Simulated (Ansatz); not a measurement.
# Phonons of Nb3AuC antiperovskite

Question: is the lattice of Nb3AuC antiperovskite stable, and if so, what are its coupling constant and resistivity?

Calculated with Ansatz 0.2.0; DFT PBE, scalar-relativistic, plane waves, PAW.

The structure was built from a prototype and need not be the compound's stable phase.

## (1) Starting point

It takes space group Pm-3m (No. 221, cubic). Conventional cell: a = 4.215 Å, b = 4.215 Å, c = 4.215 Å, α = 90.00°, β = 90.00°, γ = 90.00°. Au has 12 Nb at 2.98 Å nearest. Nearest to Nb lie 2 C at 2.11 Å and 8 Nb at 2.98 Å and 4 Au at 2.98 Å. Nearest to C lie 6 Nb at 2.11 Å. Farther neighbours are not listed.

## (2) Rough relaxation

The start is far from rest, so a relaxation with loose thresholds does the first part.

input.yaml

```yaml
crystal:
  lattice:
    - [4.215, 0.0, 0.0]
    - [0.0, 4.215, 0.0]
    - [0.0, 0.0, 4.215]
  atoms:
    - { symbol: Au, position: [0.0, 0.0, 0.0] }
    - { symbol: Nb, position: [0.5, 0.5, 0.0] }
    - { symbol: Nb, position: [0.5, 0.0, 0.5] }
    - { symbol: Nb, position: [0.0, 0.5, 0.5] }
    - { symbol: C, position: [0.5, 0.5, 0.5] }
kpoints:
  mp_grid: { grid: [6, 6, 6] }
hamiltonian:
  xc: pbe
scf:
  occupations: { method: gaussian, width: 0.1 }
output:
  forces: true
  stress: true
  eigenvalues: true
relax:
  adjacent_minimum: "off"
  f_tol: 0.05
  max_steps: 80
  cell: { stress_tol: 0.5 }
```

Started as:

```
$ ansatz run input.yaml --threads 4 --pin off --max-ram 16384MiB --backend cpu --events-out ev --progress --plain --runs-dir out
```

Numbers of over 12 decimals in the logs are rounded to 6 here.

The program printed:

```text
The last accepted step is kept in <dir> (removed where the run ends without a failure and the disk answers)
Engine: ansatz 0.2.0, aarch64-unknown-linux-gnu
Pseudopotentials: kind: paw
Pseudopotential: Au, paw, valence charge 19, recommended cutoff 420 eV (normal), Au.paw.azcp
Pseudopotential: Nb, paw, valence charge 13, recommended cutoff 420 eV (normal), Nb.paw.azcp
Pseudopotential: C, paw, valence charge 4, recommended cutoff 420 eV (normal), C.paw.azcp
Functional definition: PBE
  parameter kappa = 0.804
  parameter beta = 0.066725
  exchange = pbe_x(kappa = kappa, mu = beta*pi^2/3)
  correlation = pbe_c(beta = beta)
Crystal: 5 atoms, lattice volume = 74.885 Å³
Basis set: ecut = 420 eV, 1419 PW (Γ), exchange–correlation on 60×60×60 points (8 copies of the dense FFT grid, shifted against one another)
Bands: 38, of which v1, the nominal top of the filled ones, is band 31 counted from 1 (30 counted from 0)
Symmetry: 48 space group operations
Space group: Pm-3m (ITA 221), of the structure as read, at distance tolerance 4.2e-5 Å
k-points: 20 of 216
Non-local potential: Au, projectors of the file, l = 0: 3, l = 1: 2, l = 2: 2, l = 3: 1
Non-local potential: Nb, projectors of the file, l = 0: 3, l = 1: 2, l = 2: 2, l = 3: 1
Non-local potential: C, projectors of the file, l = 0: 2, l = 1: 2, l = 2: 1
PAW form: soft (Blöchl's): semilocal exchange-correlation on the pseudo side does not see the compensation charge
PAW one-centre angular grid: Au, 590 points (default); XC on 64 Gauss nodes
PAW one-centre angular grid: Nb, 590 points (default); XC on 64 Gauss nodes
PAW one-centre angular grid: C, 110 points (default); XC on 64 Gauss nodes
Initial density: superposition of atomic densities (neutral atoms: chi_scale 0, normalization atom), corrected by the library's trained network
Initial wavefunctions: pseudopotential atomic-orbital guess
Functional: x = pbe(κ = 0.804, μ = 0.219515), c = pbe(β = 0.066725)
SCF iter   1: F=—  HF=-27058.377794 eV  |F-HF|=—  |Δ(HF+E_count)|=         —  Δρ=7.88e-3  dr2=5.22e-2  ethr=1.77e-3  ⟨swp⟩=5.2  Hψ=2597  notcnv=0
preconditioner: auto → Resta (q_TF=auto, 2.644 Å⁻¹)  ε∞=15.9  [insulator: Δε(μ)=0.210 eV  Ē_g=6.095 eV  σ=0.100 eV  W_gap=0.77  n_scr=26 (ndim 8)  ℏωp=23.5 eV  f_vac=0.000  D(μ)=1.18/eV (n_scr^D=6)  ε∞_Penn≈15.9]
SCF iter   2: F=—  HF=-27058.369792 eV  |F-HF|=—  |Δ(HF+E_count)|=   8.00e-3  Δρ=3.46e-3  dr2=8.59e-3  ethr=8.42e-5  ⟨swp⟩=1.8  Hψ=966  notcnv=0  defer=1
SCF iter   3: F=—  HF=-27058.368031 eV  |F-HF|=—  |Δ(HF+E_count)|=   1.76e-3  Δρ=6.50e-4  dr2=2.27e-4  ethr=1.39e-5  ⟨swp⟩=2.0  Hψ=1013  notcnv=0  defer=1
SCF iter   4: F=—  HF=-27058.368006 eV  |F-HF|=—  |Δ(HF+E_count)|=   2.54e-5  Δρ=1.07e-4  dr2=6.62e-6  ethr=3.66e-7  ⟨swp⟩=2.0  Hψ=1006  notcnv=0  defer=1
SCF iter   5: F=—  HF=-27058.368092 eV  |F-HF|=—  |Δ(HF+E_count)|=   8.66e-5  Δρ=2.26e-5  dr2=4.27e-7  ethr=1.07e-8  ⟨swp⟩=2.0  Hψ=1046  notcnv=0  defer=1
SCF iter   6: F=-27058.368092 eV  HF=-27058.368092 eV  |F-HF|=3.71e-10  |Δ(HF+E_count)|=   4.98e-8  Δρ=3.38e-6  dr2=6.29e-9  ethr=1.61e-10  ⟨swp⟩=8.1  Hψ=2868  notcnv=0
SCF 1 converged in 6 iterations: F = -27058.368092 eV  dr2 = 6.29e-9
  greatest PAW one-centre occupation: 1.001 electrons in one spin orbital (limit 2), on the Au atom at site 0 (counted from 0), in its partial waves of l = 0
relax step   1: F+E_penalty+E_count = -27058.36809232 eV  Δ(F+E_penalty+E_count) = +0.000e0 eV  max|allowed force component| = 1.729e-28 eV/Å  Δτ_max = 0.0000 Å  P = +13.065 GPa  Ω = 74.885 Å³  (6 SCF iters, dr2 threshold 1.00e-7 eV, accepted)
Crystal: 5 atoms, lattice volume = 83.187 Å³
Basis set: ecut = 420 eV, 1647 PW (Γ), exchange–correlation on 60×60×60 points (8 copies of the dense FFT grid, shifted against one another)
Initial density: handed on by an earlier stage of this run
Initial wavefunctions: those handed on with the density
iter 1 solved again at ethr=2.43e-3 eV; its pass at ethr=3.10e-3 eV (dr2=1.51e0 eV) is discarded
SCF iter   1: F=—  HF=-27058.727873 eV  |F-HF|=—  |Δ(HF+E_count)|=         —  Δρ=2.79e-2  dr2=1.54e0  ethr=2.43e-3  ⟨swp⟩=1.0  Hψ=3555  notcnv=0
preconditioner: auto → Kerker (q_TF=auto, 2.598 Å⁻¹)  [metal: Δε(μ)=0.018 eV  Ē_g=5.754 eV  σ=0.100 eV  W_gap=0.10  n_scr=26 (ndim 8)  ℏωp=22.3 eV  f_vac=0.000  D(μ)=1.86/eV (n_scr^D=6)]
SCF iter   2: F=—  HF=-27058.498214 eV  |F-HF|=—  |Δ(HF+E_count)|=   2.30e-1  Δρ=1.26e-2  dr2=3.98e-1  ethr=2.43e-3  ⟨swp⟩=2.0  Hψ=990  notcnv=0
SCF iter   3: F=—  HF=-27058.413915 eV  |F-HF|=—  |Δ(HF+E_count)|=   8.43e-2  Δρ=2.93e-3  dr2=1.86e-2  ethr=6.41e-4  ⟨swp⟩=2.0  Hψ=1100  notcnv=0  defer=13
SCF iter   4: F=—  HF=-27058.409214 eV  |F-HF|=—  |Δ(HF+E_count)|=   4.70e-3  Δρ=7.67e-4  dr2=5.05e-4  ethr=3.00e-5  ⟨swp⟩=2.1  Hψ=1035  notcnv=0  defer=13
SCF iter   5: F=—  HF=-27058.409099 eV  |F-HF|=—  |Δ(HF+E_count)|=   1.15e-4  Δρ=1.77e-4  dr2=4.38e-5  ethr=8.15e-7  ⟨swp⟩=2.0  Hψ=1292  notcnv=0  defer=13
SCF iter   6: F=—  HF=-27058.409270 eV  |F-HF|=—  |Δ(HF+E_count)|=   1.70e-4  Δρ=4.91e-5  dr2=1.81e-6  ethr=7.06e-8  ⟨swp⟩=2.0  Hψ=1033  notcnv=0  defer=13
SCF iter   7: F=-27058.409270 eV  HF=-27058.409270 eV  |F-HF|=1.14e-7  |Δ(HF+E_count)|=   1.26e-8  Δρ=1.25e-5  dr2=1.77e-7  ethr=8.06e-10  ⟨swp⟩=9.1  Hψ=3076  notcnv=0
SCF 2 converged in 7 iterations: F = -27058.409270 eV  dr2 = 1.77e-7
relax step   2: F+E_penalty+E_count = -27058.40926960 eV  Δ(F+E_penalty+E_count) = -4.118e-2 eV  max|allowed force component| = 1.125e-29 eV/Å  Δτ_max = 0.0000 Å  P = -9.197 GPa  Ω = 83.187 Å³  energy of the carried Pulay correction = -5.245e-3 eV  (7 SCF iters, dr2 threshold 5.00e-7 eV, accepted)
Crystal: 5 atoms, lattice volume = 79.543 Å³
Basis set: ecut = 420 eV, 1551 PW (Γ), exchange–correlation on 60×60×60 points (8 copies of the dense FFT grid, shifted against one another)
iter 1 solved again at ethr=3.98e-4 eV; its pass at ethr=3.10e-3 eV (dr2=2.47e-1 eV) is discarded
SCF iter   1: F=—  HF=-27058.580704 eV  |F-HF|=—  |Δ(HF+E_count)|=         —  Δρ=1.19e-2  dr2=2.55e-1  ethr=3.98e-4  ⟨swp⟩=1.1  Hψ=3478  notcnv=0
preconditioner: auto → Resta (q_TF=auto, 2.617 Å⁻¹)  ε∞=16.8  [insulator: Δε(μ)=0.180 eV  Ē_g=5.736 eV  σ=0.100 eV  W_gap=0.71  n_scr=26 (ndim 8)  ℏωp=22.8 eV  f_vac=0.000  D(μ)=1.33/eV (n_scr^D=6)  ε∞_Penn≈16.8]
SCF iter   2: F=—  HF=-27058.543047 eV  |F-HF|=—  |Δ(HF+E_count)|=   3.77e-2  Δρ=5.11e-3  dr2=5.91e-2  ethr=3.98e-4  ⟨swp⟩=1.9  Hψ=862  notcnv=0
SCF iter   3: F=—  HF=-27058.531059 eV  |F-HF|=—  |Δ(HF+E_count)|=   1.20e-2  Δρ=1.08e-3  dr2=2.37e-3  ethr=9.54e-5  ⟨swp⟩=1.8  Hψ=970  notcnv=0
SCF iter   4: F=—  HF=-27058.530477 eV  |F-HF|=—  |Δ(HF+E_count)|=   5.82e-4  Δρ=2.33e-4  dr2=3.69e-5  ethr=3.82e-6  ⟨swp⟩=2.0  Hψ=1068  notcnv=0
SCF iter   5: F=—  HF=-27058.530635 eV  |F-HF|=—  |Δ(HF+E_count)|=   1.58e-4  Δρ=5.08e-5  dr2=2.37e-6  ethr=5.95e-8  ⟨swp⟩=2.0  Hψ=1299  notcnv=0
SCF iter   6: F=-27058.530635 eV  HF=-27058.530635 eV  |F-HF|=6.75e-8  |Δ(HF+E_count)|=   3.32e-7  Δρ=1.48e-5  dr2=1.53e-7  ethr=8.06e-10  ⟨swp⟩=7.7  Hψ=3039  notcnv=0
SCF 3 converged in 6 iterations: F = -27058.530635 eV  dr2 = 1.53e-7
relax step   3: F+E_penalty+E_count = -27058.53063473 eV  Δ(F+E_penalty+E_count) = -1.214e-1 eV  max|allowed force component| = 8.204e-30 eV/Å  Δτ_max = 0.0000 Å  P = -0.943 GPa  Ω = 79.543 Å³  energy of the carried Pulay correction = -3.012e-3 eV  (6 SCF iters, dr2 threshold 5.00e-7 eV, accepted)
[...]
relax step   4: F+E_penalty+E_count = -27058.53195006 eV  Δ(F+E_penalty+E_count) = -1.315e-3 eV  max|allowed force component| = 1.336e-29 eV/Å  Δτ_max = 0.0000 Å  P = +0.084 GPa  Ω = 79.148 Å³  energy of the carried Pulay correction = -2.764e-3 eV  (6 SCF iters, dr2 threshold 5.00e-7 eV, accepted)
Initial wavefunctions: pseudopotential atomic-orbital guess (no wavefunctions were taken with the density)
iter 1 solved again at ethr=6.04e-8 eV; its pass at ethr=3.10e-3 eV (dr2=3.75e-5 eV) is discarded
SCF iter   1: F=—  HF=-27058.534866 eV  |F-HF|=—  |Δ(HF+E_count)|=         —  Δρ=2.19e-4  dr2=4.15e-6  ethr=6.04e-8  ⟨swp⟩=3.7  Hψ=4383  notcnv=0
preconditioner: auto → Resta (q_TF=auto, 2.619 Å⁻¹)  ε∞=16.4  [insulator: Δε(μ)=0.136 eV  Ē_g=5.831 eV  σ=0.100 eV  W_gap=0.59  n_scr=26 (ndim 8)  ℏωp=22.9 eV  f_vac=0.000  D(μ)=1.30/eV (n_scr^D=6)  ε∞_Penn≈16.4]
SCF iter   2: F=—  HF=-27058.535064 eV  |F-HF|=—  |Δ(HF+E_count)|=   1.97e-4  Δρ=1.14e-4  dr2=9.88e-7  ethr=6.69e-9  ⟨swp⟩=2.1  Hψ=1029  notcnv=0
SCF iter   3: F=—  HF=-27058.535076 eV  |F-HF|=—  |Δ(HF+E_count)|=   1.22e-5  Δρ=9.43e-6  dr2=2.90e-8  ethr=1.59e-9  ⟨swp⟩=2.2  Hψ=1105  notcnv=0
iter 4 did not close the SCF: its close was put off for the readings that it lacked (scf_convergence_deferred on its scf_iter line)
SCF iter   4: F=-27058.535076 eV  HF=-27058.535076 eV  |F-HF|=2.73e-10  |Δ(HF+E_count)|=   2.88e-8  Δρ=1.58e-6  dr2=6.10e-10  ethr=4.68e-11  ⟨swp⟩=2.0  Hψ=1257  notcnv=0
iter 5 did not close the SCF: its close was put off for the readings that it lacked (scf_convergence_deferred on its scf_iter line)
SCF iter   5: F=-27058.535076 eV  HF=-27058.535076 eV  |F-HF|=2.91e-11  |Δ(HF+E_count)|=  5.31e-10  Δρ=2.67e-7  dr2=3.00e-11  ethr=1.00e-12  ⟨swp⟩=2.0  Hψ=1031  notcnv=0
SCF iter   6: F=-27058.535076 eV  HF=-27058.535076 eV  |F-HF|=7.28e-12  |Δ(HF+E_count)|=  2.18e-11  Δρ=5.85e-8  dr2=3.31e-12  ethr=1.00e-12  ⟨swp⟩=2.0  Hψ=1737  notcnv=0
SCF 5 converged in 6 iterations: F = -27058.535076 eV  dr2 = 3.31e-12
relax step   5: F+E_penalty+E_count = -27058.53507587 eV  Δ(F+E_penalty+E_count) = -3.126e-3 eV  max|allowed force component| = 5.364e-30 eV/Å  Δτ_max = 0.0000 Å  P = +0.113 GPa  Ω = 79.148 Å³  stress off target by 1.13e-1 GPa  SCF on the basis re-selected at this cell (its energy is not comparable with the rows above)  (6 SCF iters)
basis re-selected at this cell: Δ(F+E_penalty+E_count) = -3.126e-3 eV, ΔP = +0.029 GPa vs the last step (what re-selecting the basis moved, of the pressure what is left beyond the Pulay correction that the steps carried, after the strain that the cell walked since its last selection, with what the two solves' SCF thresholds leave and, on support functions, any second-order correction that the steps lacked; it is no m [...]
SCF converged after 6 iterations
Free energy (F): -27058.535076 eV
Harris-Foulkes:  -27058.535076 eV  (|F-HF|=7.28e-12)
Internal energy: -27058.528592 eV  (E = F + TS)
E sigma→0 (E₀):  -27058.531834 eV
Entropy (-TS):   -0.006484 eV (-1.297 meV/atom)
Fermi energy:    17.773253 eV
--- Per-component energies (eV) ---
  E_band       = -463.229793
  E_kinetic    = 1874.475253
  E_local      = -4192.441199  (includes V_loc(G=0)·N_el)
  E_nonlocal   = 453.463704
  E_hartree    = 1531.056825
  E_xc         = -804.088347
  E_vxc        = -975.564304  (∫ρ·V_xc dr)
  E_paw        = -19022.246485  (= ΣΔE_a)
  E_vpaw       = -685.278310  (= ΣTr[D̂ρ^β])
  E_aug_tail   = 0.001407  (compensation charges beyond the density's cutoff)
  E_ewald      = -6898.749751
  E_smearing   = -0.006484  (= −TS)
  E_closure    = 0.000000  (closes the sum)
  Σ components = -27058.535076   (vs F -27058.535076, Δ=0.00e0)
--- Forces (eV/Å), atoms counted from 1 ---
  atom   1  Au     0.00000000    -0.00000000    -0.00000000
  atom   2  Nb    -0.00000000    -0.00000000    -0.00000000
  atom   3  Nb     0.00000000     0.00000000    -0.00000000
  atom   4  Nb    -0.00000000     0.00000000     0.00000000
  atom   5  C     -0.00000000     0.00000000     0.00000000
  max |Σ_I F_I| component: 4.73e-30 eV/Å
--- Stress (GPa, compression-positive) ---
        0.113139       0.000000       0.000000
        0.000000       0.113139      -0.000000
       -0.000000      -0.000000       0.113139
  P = ⅓ Tr σ = 0.1131 GPa (1.131 kbar)
--- Band table (eV; the first three rows and the last of 20) ---
  k-point 0: bands = [... 27 lower, 16.2375, 16.2375, 17.2511, 17.2511, 20.0486, 20.0486, 20.0486, 20.1933, ... 3 higher]
  k-point 1: bands = [... 27 lower, 16.3827, 16.3827, 16.9294, 17.3856, 19.3518, 19.4134, 19.4134, 19.9515, ... 3 higher]
  k-point 2: bands = [... 27 lower, 15.6450, 16.2292, 16.2292, 17.8017, 18.3792, 19.0923, 19.0923, 19.7796, ... 3 higher]
  k-point 19: bands = [... 27 lower, 17.4633, 17.4633, 17.9332, 17.9332, 17.9332, 18.7006, 18.7006, 18.7006, ... 3 higher]
--- Relaxed structure (4 steps of the walk, 4 accepted, 1 SCFs on fresh bases) ---
  F+E_penalty+E_count = -27058.53507587 eV   max|allowed force component| = 5.364e-30 eV/Å   (the final SCF, on the basis selected at the relaxed cell)
  cell:  # Å, volume = 79.1476 Å³
    - [4.293510, 0, 0]
    - [0, 4.293510, 0]
    - [0, 0, 4.293510]
  atoms:
    - { symbol: Au, position: [0, 0, 0] }
    - { symbol: Nb, position: [0.5, 0.5, 0] }
    - { symbol: Nb, position: [0.5, 0, 0.5] }
    - { symbol: Nb, position: [0, 0.5, 0.5] }
    - { symbol: C, position: [0.5, 0.5, 0.5] }
```

Wall time 5 s (4 threads of Arm Neoverse V1, shared host); peak memory 0.43 GiB; 18 s of CPU time.

The steps of the relaxation:

```csv
step,energy less that of the first step (eV),largest force component (eV/Å),pressure (GPa),volume (Å³)
1,0.0000,0.0000,13.06,74.88
2,-0.0412,0.0000,-9.20,83.19
3,-0.1625,0.0000,-0.94,79.54
4,-0.1639,0.0000,0.08,79.15
5*,-0.1670,0.0000,0.11,79.15
```

Relaxation steps marked * repeat the geometry before them on a plane-wave basis chosen anew for their cell, so energy and pressure can jump there.

The run keeps the 48 symmetry operations that it works with, so distortions that break them were not tested.

```csv
"conventional cell, symmetrised",before,after,change
a (Å),4.215,4.294,+1.9 %
b (Å),4.215,4.294,+1.9 %
c (Å),4.215,4.294,+1.9 %
volume (Å³/atom),14.98,15.83,+5.7 %
```

Final coordinates:

```cif
data_structure
_symmetry_space_group_name_H-M 'P 1'
_symmetry_Int_Tables_number 1
_cell_length_a 4.2935
_cell_length_b 4.2935
_cell_length_c 4.2935
_cell_angle_alpha 90.000
_cell_angle_beta 90.000
_cell_angle_gamma 90.000
_cell_volume 79.15
loop_
_atom_site_label
_atom_site_type_symbol
_atom_site_fract_x
_atom_site_fract_y
_atom_site_fract_z
_atom_site_occupancy
Au1 Au 0.00000 0.00000 0.00000 1
Nb2 Nb 0.50000 0.50000 0.00000 1
Nb3 Nb 0.50000 0.00000 0.50000 1
Nb4 Nb 0.00000 0.50000 0.50000 1
C5 C 0.50000 0.50000 0.50000 1
```

Numbers from this step:

| Item | Value |
| --- | --- |
| pressure | 0.1131 GPa |
| volume per atom | 15.83 Å³ |
| metallic on mesh | yes |
| gap on the k-mesh | 0 eV |

The largest force is now zero by symmetry and the largest stress component 0.11 GPa.

## (3) Relaxation

Lattice constant and positions set the bands and the force constants, so the cell is relaxed first.

input.yaml, the sections that differ from step 2:

```yaml
crystal:
  lattice:
    - [4.2935103933, 0.0, 0.0]
    - [0.0, 4.2935103933, 0.0]
    - [0.0, 0.0, 4.2935103933]
  atoms:
    - { symbol: Au, position: [0.0, 0.0, 0.0] }
    - { symbol: Nb, position: [0.5, 0.5, 0.0] }
    - { symbol: Nb, position: [0.5, 0.0, 0.5] }
    - { symbol: Nb, position: [0.0, 0.5, 0.5] }
    - { symbol: C, position: [0.5, 0.5, 0.5] }
relax:
  adjacent_minimum: "off"
  f_tol: 0.005
  max_steps: 80
  cell: { stress_tol: 0.05 }
# kpoints, hamiltonian, scf, output: as in step 2
```

The program printed:

```text
[the first part of the log is left out]
  E_ewald      = -6897.493964
  E_smearing   = -0.006490  (= −TS)
  E_closure    = 0.000000  (closes the sum)
  Σ components = -27058.535065   (vs F -27058.535065, Δ=0.00e0)
[...]
--- Stress (GPa, compression-positive) ---
        0.000176      -0.000000       0.000000
       -0.000000       0.000176      -0.000000
        0.000000      -0.000000       0.000176
  P = ⅓ Tr σ = 0.0002 GPa (0.002 kbar)
--- Band table (eV; the first three rows and the last of 20) ---
[...]
--- Relaxed structure (3 steps of the walk, 3 accepted, 1 SCFs on fresh bases) ---
[...]
cell:  # Å, volume = 79.1908 Å³
    - [4.294292, 0, 0.0]
    - [0, 4.294292, 0]
    - [0.0, 0, 4.294292]
  atoms:
    - { symbol: Au, position: [0, 0, 0] }
    - { symbol: Nb, position: [0.5, 0.5, 0] }
    - { symbol: Nb, position: [0.5, 0, 0.5] }
    - { symbol: Nb, position: [0, 0.5, 0.5] }
    - { symbol: C, position: [0.5, 0.5, 0.5] }
```

Run time: 4.1 s. Hardware: 4 threads; peak memory 0.43 GiB.

Little changed from the start: no atom moved by 0.005 Å and no cell edge by 0.1 %.

Numbers from this step:

```yaml
pressure: 1.76e-4 GPa
volume_per_atom: 15.84 Å³
```

The largest force is now zero by symmetry and the largest stress component 1.8e-4 GPa, small enough for phonons.

(Continued in part 2 of 2.)

[Logs are printed without paths, hosts, clocks, repeated set-up lines and the standing remarks that a program may print on its own settings, such as how far it seeks lower states.]

[Hosts, paths, dates, database ids (printed as entryN), source tags and the programs' standing remarks are cut or masked in the printed files.]
